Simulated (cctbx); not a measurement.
# A crystallographic session in cctbx: NdScSn

Library: cctbx 2025.11. The data are simulated by the first script.

## 1. Simulate the data

run.py:

```python
from cctbx import adptbx, crystal, miller, sgtbx, xray
from cctbx.array_family import flex
from iotbx.shelx import hklf
from scitbx import matrix
import scitbx.random

cs = crystal.symmetry(unit_cell=(4.47, 4.47, 16.351, 90, 90, 90), space_group_symbol='Hall: -I 4 2')  # I4/mmm
atoms = [  # label, site, U (iso, or U11 U22 U33 U12 U13 U23 in A^2), occupancy
    ("Nd1", (0, 0, 0.321), 0.0123, 1),
    ("Sn1", (0.5, 0.5, 0.3763), 0.0116, 1),
    ("Sc1", (0.5, 0, 0), 0.0154, 1),
]
xs = xray.structure(crystal_symmetry=cs)
for label, site, u, occ in atoms:
    u = adptbx.u_cif_as_u_star(cs.unit_cell(), u) if isinstance(u, tuple) else u
    xs.add_scatterer(xray.scatterer(label, site=site, u=u, occupancy=occ))
xs.set_inelastic_form_factors(0.71073, "sasaki")
xs.show_summary()
p1 = xs.expand_to_p1()
ms = miller.build_set(p1, anomalous_flag=True, d_min=1.1)
flex.set_random_seed(377213)
scitbx.random.set_random_seed(377213)
ms = ms.select(flex.random_double(ms.size()) < 0.5)
i = ms.structure_factors_from_scatterers(p1, algorithm="direct").f_calc().as_intensity_array().data()
i = i * 5000 / flex.max(i)
sig = flex.sqrt(i + flex.pow2(0.015 * i) + 8 ** 2)
noise = scitbx.random.variate(scitbx.random.normal_distribution())(i.size())
data = ms.array(data=i + sig * noise, sigmas=sig).set_observation_type_xray_intensity()
with open("data.hkl", "w") as f:
    data.export_as_shelx_hklf(f)
print("reflections written:", data.size(), " <I/sigma> = %.1f" % flex.mean(data.data() / data.sigmas()))
for h, a, b in list(data.sort("data"))[:12]:
    print("%4d%4d%4d %9.1f %7.1f" % (h + (a, b)))
```

```console
$ python run.py
```

```text
Number of scatterers: 3
At special positions: 3
Unit cell: (4.47, 4.47, 16.351, 90, 90, 90)
Space group: I 4/m m m (No. 139)
reflections written: 514  <I/sigma> = 8.1
   2   0   0    5220.3   103.4
   0  -2   0    5125.8   103.4
  -2  -2   0    3501.8    78.1
   1  -1   0    3120.3    73.2
   1   0  -5    2529.9    61.7
   1   0   5    2525.5    61.7
   0  -1   5    2350.2    61.7
  -1   1   4    2298.1    57.5
  -1   1  -4    2282.9    57.5
   1   1   4    2107.4    57.5
   0  -4   0    1913.6    52.8
   4   0   0    1901.4    52.8
```

Run time: 0.21 s on 1 thread of Arm Neoverse V2, with other jobs on the host, peak memory 0.07 GiB.

## 2. Refinement (right model)

run.py:

```python
import math
from cctbx import adptbx, crystal, maptbx, sgtbx, xray
from cctbx.array_family import flex
from cctbx.xray import observations
from iotbx.shelx import hklf
from scitbx.lstbx import normal_eqns_solving
from smtbx import absolute_structure, utils
from smtbx.refinement import constraints, least_squares

cs = crystal.symmetry(unit_cell=(4.47, 4.47, 16.351, 90, 90, 90), space_group_symbol='Hall: -I 4 2')  # I4/mmm
atoms = [  # label, site, U (iso, or U11 U22 U33 U12 U13 U23 in A^2), occupancy
    ("Nd1", (0, 0, 0.3206), 0.0200, 1),
    ("Sn1", (0.5, 0.5, 0.3765), 0.0200, 1),
    ("Sc1", (0.5, 0, 0), 0.0200, 1),
]
xs = xray.structure(crystal_symmetry=cs)
for label, site, u, occ in atoms:
    u = adptbx.u_cif_as_u_star(cs.unit_cell(), u) if isinstance(u, tuple) else u
    xs.add_scatterer(xray.scatterer(label, site=site, u=u, occupancy=occ))
xs.set_inelastic_form_factors(0.71073, "sasaki")
raw = hklf.reader(file_name="data.hkl").as_miller_arrays(crystal_symmetry=cs, anomalous=True)[0]
merged = raw.eliminate_sys_absent().merge_equivalents()
fo2 = merged.array().set_observation_type_xray_intensity()
print("Rint %.3f, %d unique reflections to %.2f A" % (merged.r_int(), fo2.size(), fo2.d_min()))
for sc in xs.scatterers():
    sc.flags.set_grad_site(True)
    sc.flags.set_grad_u_aniso(sc.flags.use_u_aniso())
    sc.flags.set_grad_u_iso(sc.flags.use_u_iso())
obs = fo2.as_xray_observations()
extra = {}
rep = constraints.reparametrisation(xs, [], utils.connectivity_table(xs), **extra)
ls = least_squares.crystallographic_ls(obs, rep, weighting_scheme=least_squares.mainstream_shelx_weighting(a=0, b=0))
print("cycle     R1     wR2    GooF  max shift (A)")
for cycle in range(8):
    ls.build_up()
    r1, wr2, goof = ls.r1_factor(cutoff_factor=2)[0], ls.wR2(), ls.goof()
    old = xs.sites_cart()
    normal_eqns_solving.levenberg_marquardt_iterations(ls, n_max_iterations=3, tau=1e-06, step_threshold=1e-7)
    big = flex.max((xs.sites_cart() - old).norms())
    print("%4d %7.4f %7.4f %7.3f %9.5f" % (cycle + 1, r1, wr2, goof, big))
    ls.build_up(objective_only=True)
    if abs(ls.wR2() - wr2) < 5e-5 and big < 5e-4:
        break
ls.build_up()
print("final R1 %.4f wR2 %.4f GooF %.3f  parameters %d  data/parameter %.1f" % (ls.r1_factor(cutoff_factor=2)[0], ls.wR2(), ls.goof(), ls.n_parameters, fo2.size() / ls.n_parameters))
cov = ls.covariance_matrix_and_annotations()
su = dict(zip(cov.annotations, (math.sqrt(max(v, 0)) for v in cov.matrix.matrix_packed_u_diagonal())))
a2 = cs.unit_cell().reciprocal_parameters()[0] ** -2
print("atom        x        y        z      Ueq    occ   su(xyz)  su(Uiso or U11)")
for sc in xs.scatterers():
    s = max(su.get(sc.label + k, 0) for k in (".x", ".y", ".z"))
    npd = "" if sc.is_positive_definite_u(cs.unit_cell()) else "  NPD"
    print("%-5s %8.5f %8.5f %8.5f %8.4f %6.3f %8.5f %7.4f%s" % ((sc.label,) + sc.site + (sc.u_iso_or_equiv(cs.unit_cell()), sc.occupancy, s, su.get(sc.label + ".uiso", su.get(sc.label + ".u11", 0) * a2), npd)))
fo = fo2.f_sq_as_f()
fc = fo.structure_factors_from_scatterers(xs, algorithm="direct").f_calc()
diff = fo.f_obs_minus_f_calc(1 / math.sqrt(ls.scale_factor()), fc).average_bijvoet_mates()
m = diff.fft_map(symmetry_flags=maptbx.use_space_group_symmetry, resolution_factor=0.25).apply_volume_scaling()
print("difference map: max %.2f min %.2f rms %.2f" % (m.statistics().max(), m.statistics().min(), m.statistics().sigma()))
peaks = m.peak_search(parameters=maptbx.peak_search_parameters(min_distance_sym_equiv=0.6, max_clusters=6)).all()
near = xs.closest_distances(peaks.sites(), distance_cutoff=4)
sps = cs.special_position_settings(min_distance_sym_equiv=0.5)
for k, (x, h) in enumerate(zip(peaks.sites(), peaks.heights())):
    ss = sps.site_symmetry(x)
    print("Q%-3d %7.4f %7.4f %7.4f %4d %7.2f  %.2f A from %s" % ((k + 1,) + tuple(t % 1 for t in ss.exact_site()) + (ss.multiplicity(), h, near.smallest_distances[k], xs.scatterers()[near.i_seqs[k]].label)))
```

```console
$ python run.py
```

```text
Rint 0.031, 54 unique reflections to 1.11 A
cycle     R1     wR2    GooF  max shift (A)
   1  0.0365  0.0706   3.024   0.00759
   2  0.0133  0.0232   0.994   0.00000
final R1 0.0133 wR2 0.0232 GooF 0.994  parameters 5  data/parameter 10.8
atom        x        y        z      Ueq    occ   su(xyz)  su(Uiso or U11)
Nd1    0.00000  0.00000  0.32106   0.0125  1.000  0.00007  0.0005
Sn1    0.50000  0.50000  0.37631   0.0121  1.000  0.00007  0.0005
Sc1    0.50000  0.00000  0.00000   0.0169  1.000  0.00000  0.0010
difference map: max 0.60 min -0.50 rms 0.17
Q1    0.0000  0.0000  0.0000    2    0.60  2.02 A from Sn1
Q2    0.0000  0.5000  0.0470    8    0.60  0.77 A from Sc1
Q3    0.0000  0.5000  0.2500    4    0.52  2.52 A from Nd1
Q4    0.2232  0.2232  0.3355   16    0.49  1.43 A from Nd1
Q5    0.1731  0.1731  0.5000    8    0.42  1.65 A from Sc1
Q6    0.0000  0.0000  0.2017    4    0.38  1.28 A from Sn1
```

Time: 0.34 s.

## 3. Simulate the data

run.py, as its changes from the last script of this kind:

```diff
@@ -20 +20 @@
-ms = miller.build_set(p1, anomalous_flag=True, d_min=1.1)
+ms = miller.build_set(p1, anomalous_flag=True, d_min=0.84)
```

```console
$ python run.py
```

```text
Number of scatterers: 3
At special positions: 3
Unit cell: (4.47, 4.47, 16.351, 90, 90, 90)
Space group: I 4/m m m (No. 139)
reflections written: 1167  <I/sigma> = 8.2
  -2   2   0    5051.2   103.4
   2  -2   0    5024.0   103.4
  -2  -2   0    4933.1   103.4
  -1  -1   0    4651.5    96.6
  -1   0   5    3572.3    80.3
   0  -1  -5    3547.6    80.3
   0   1  -5    3513.3    80.3
   0  -1   5    3503.4    80.3
   1  -1  -4    3259.8    74.5
   1  -1   4    3240.1    74.5
   1   1   4    3201.0    74.5
  -1   1   4    3181.2    74.5
```

Time: 0.22 s.

## 4. Refinement (right model)

run.py, as its changes from the last script of this kind:

```diff
@@ -12,2 +12,2 @@
-    ("Nd1", (0, 0, 0.3206), 0.0200, 1),
-    ("Sn1", (0.5, 0.5, 0.3765), 0.0200, 1),
+    ("Nd1", (0, 0, 0.3228), 0.0200, 1),
+    ("Sn1", (0.5, 0.5, 0.3748), 0.0200, 1),
@@ -20,0 +21 @@
+xs.convert_to_anisotropic()
```

```console
$ python run.py
```

```text
Rint 0.028, 110 unique reflections to 0.84 A
cycle     R1     wR2    GooF  max shift (A)
   1  0.0927  0.1831   8.722   0.03036
   2  0.0107  0.0212   1.009   0.00000
final R1 0.0107 wR2 0.0212 GooF 1.009  parameters 9  data/parameter 12.2
atom        x        y        z      Ueq    occ   su(xyz)  su(Uiso or U11)
Nd1    0.00000  0.00000  0.32094   0.0123  1.000  0.00003  0.0002
Sn1    0.50000  0.50000  0.37636   0.0116  1.000  0.00004  0.0002
Sc1    0.50000  0.00000  0.00000   0.0156  1.000  0.00000  0.0009
difference map: max 0.88 min -1.00 rms 0.19
Q1    0.0000  0.0000  0.4468    4    0.91  2.06 A from Nd1
Q2    0.0000  0.5000  0.1949    8    0.85  2.25 A from Nd1
Q3    0.0000  0.2073  0.0000    8    0.83  1.31 A from Sc1
Q4    0.0000  0.0000  0.1540    4    0.69  0.50 A from Sn1
Q5    0.0000  0.2630  0.4151   16    0.54  1.75 A from Sc1
Q6    0.0000  0.0000  0.3450    4    0.53  0.39 A from Nd1
```

Time: 0.34 s.

## 5. Simulate the data

run.py, as its changes from the last script of this kind:

```diff
@@ -20 +20 @@
-ms = miller.build_set(p1, anomalous_flag=True, d_min=0.84)
+ms = miller.build_set(p1, anomalous_flag=True, d_min=0.6)
```

```console
$ python run.py
```

```text
Number of scatterers: 3
At special positions: 3
Unit cell: (4.47, 4.47, 16.351, 90, 90, 90)
Space group: I 4/m m m (No. 139)
reflections written: 3148  <I/sigma> = 4.6
   2   0   0    5171.8   103.4
  -2   0   0    4936.1   103.4
   0   2   0    4894.4   103.4
   2  -2   0    3439.1    78.1
   2   2   0    3359.4    78.1
   1   1   0    3291.9    73.2
  -1   1   0    3127.4    73.2
   1  -1   0    3099.0    73.2
   0  -1   5    2472.6    61.7
   1   0  -5    2448.6    61.7
   0   1  -5    2443.2    61.7
  -1   0  -5    2400.5    61.7
```

Time: 0.23 s.

## 6. Refinement (right model)

run.py, as its changes from the last script of this kind:

```diff
@@ -12,2 +12,2 @@
-    ("Nd1", (0, 0, 0.3228), 0.0200, 1),
-    ("Sn1", (0.5, 0.5, 0.3748), 0.0200, 1),
+    ("Nd1", (0, 0, 0.3236), 0.0200, 1),
+    ("Sn1", (0.5, 0.5, 0.3747), 0.0200, 1),
```

```console
$ python run.py
```

```text
Rint 0.050, 276 unique reflections to 0.60 A
cycle     R1     wR2    GooF  max shift (A)
   1  0.1603  0.2824   8.108   0.04128
   2  0.0169  0.0311   0.892   0.00000
final R1 0.0169 wR2 0.0311 GooF 0.892  parameters 9  data/parameter 30.7
atom        x        y        z      Ueq    occ   su(xyz)  su(Uiso or U11)
Nd1    0.00000  0.00000  0.32108   0.0124  1.000  0.00003  0.0001
Sn1    0.50000  0.50000  0.37628   0.0117  1.000  0.00003  0.0001
Sc1    0.50000  0.00000  0.00000   0.0151  1.000  0.00000  0.0006
difference map: max 1.79 min -2.08 rms 0.45
Q1    0.1137  0.1137  0.5000    8    1.89  1.80 A from Sc1
Q2    0.1239  0.1239  0.3332   16    1.85  0.81 A from Nd1
Q3    0.0000  0.2642  0.4276   16    1.80  1.59 A from Sc1
Q4    0.0000  0.3184  0.1939   16    1.74  1.83 A from Sn1
Q5    0.0000  0.3312  0.1132   16    1.59  1.49 A from Sn1
Q6    0.2297  0.2297  0.2680   16    1.35  1.69 A from Nd1
```

It took 0.35 s on 1 thread of Arm Neoverse V2, on a shared host, peak memory 0.09 GiB.

[Logs are printed without paths, hosts, clocks, repeated set-up lines and the standing remarks that a program may print on its own settings, such as how far it seeks lower states.]
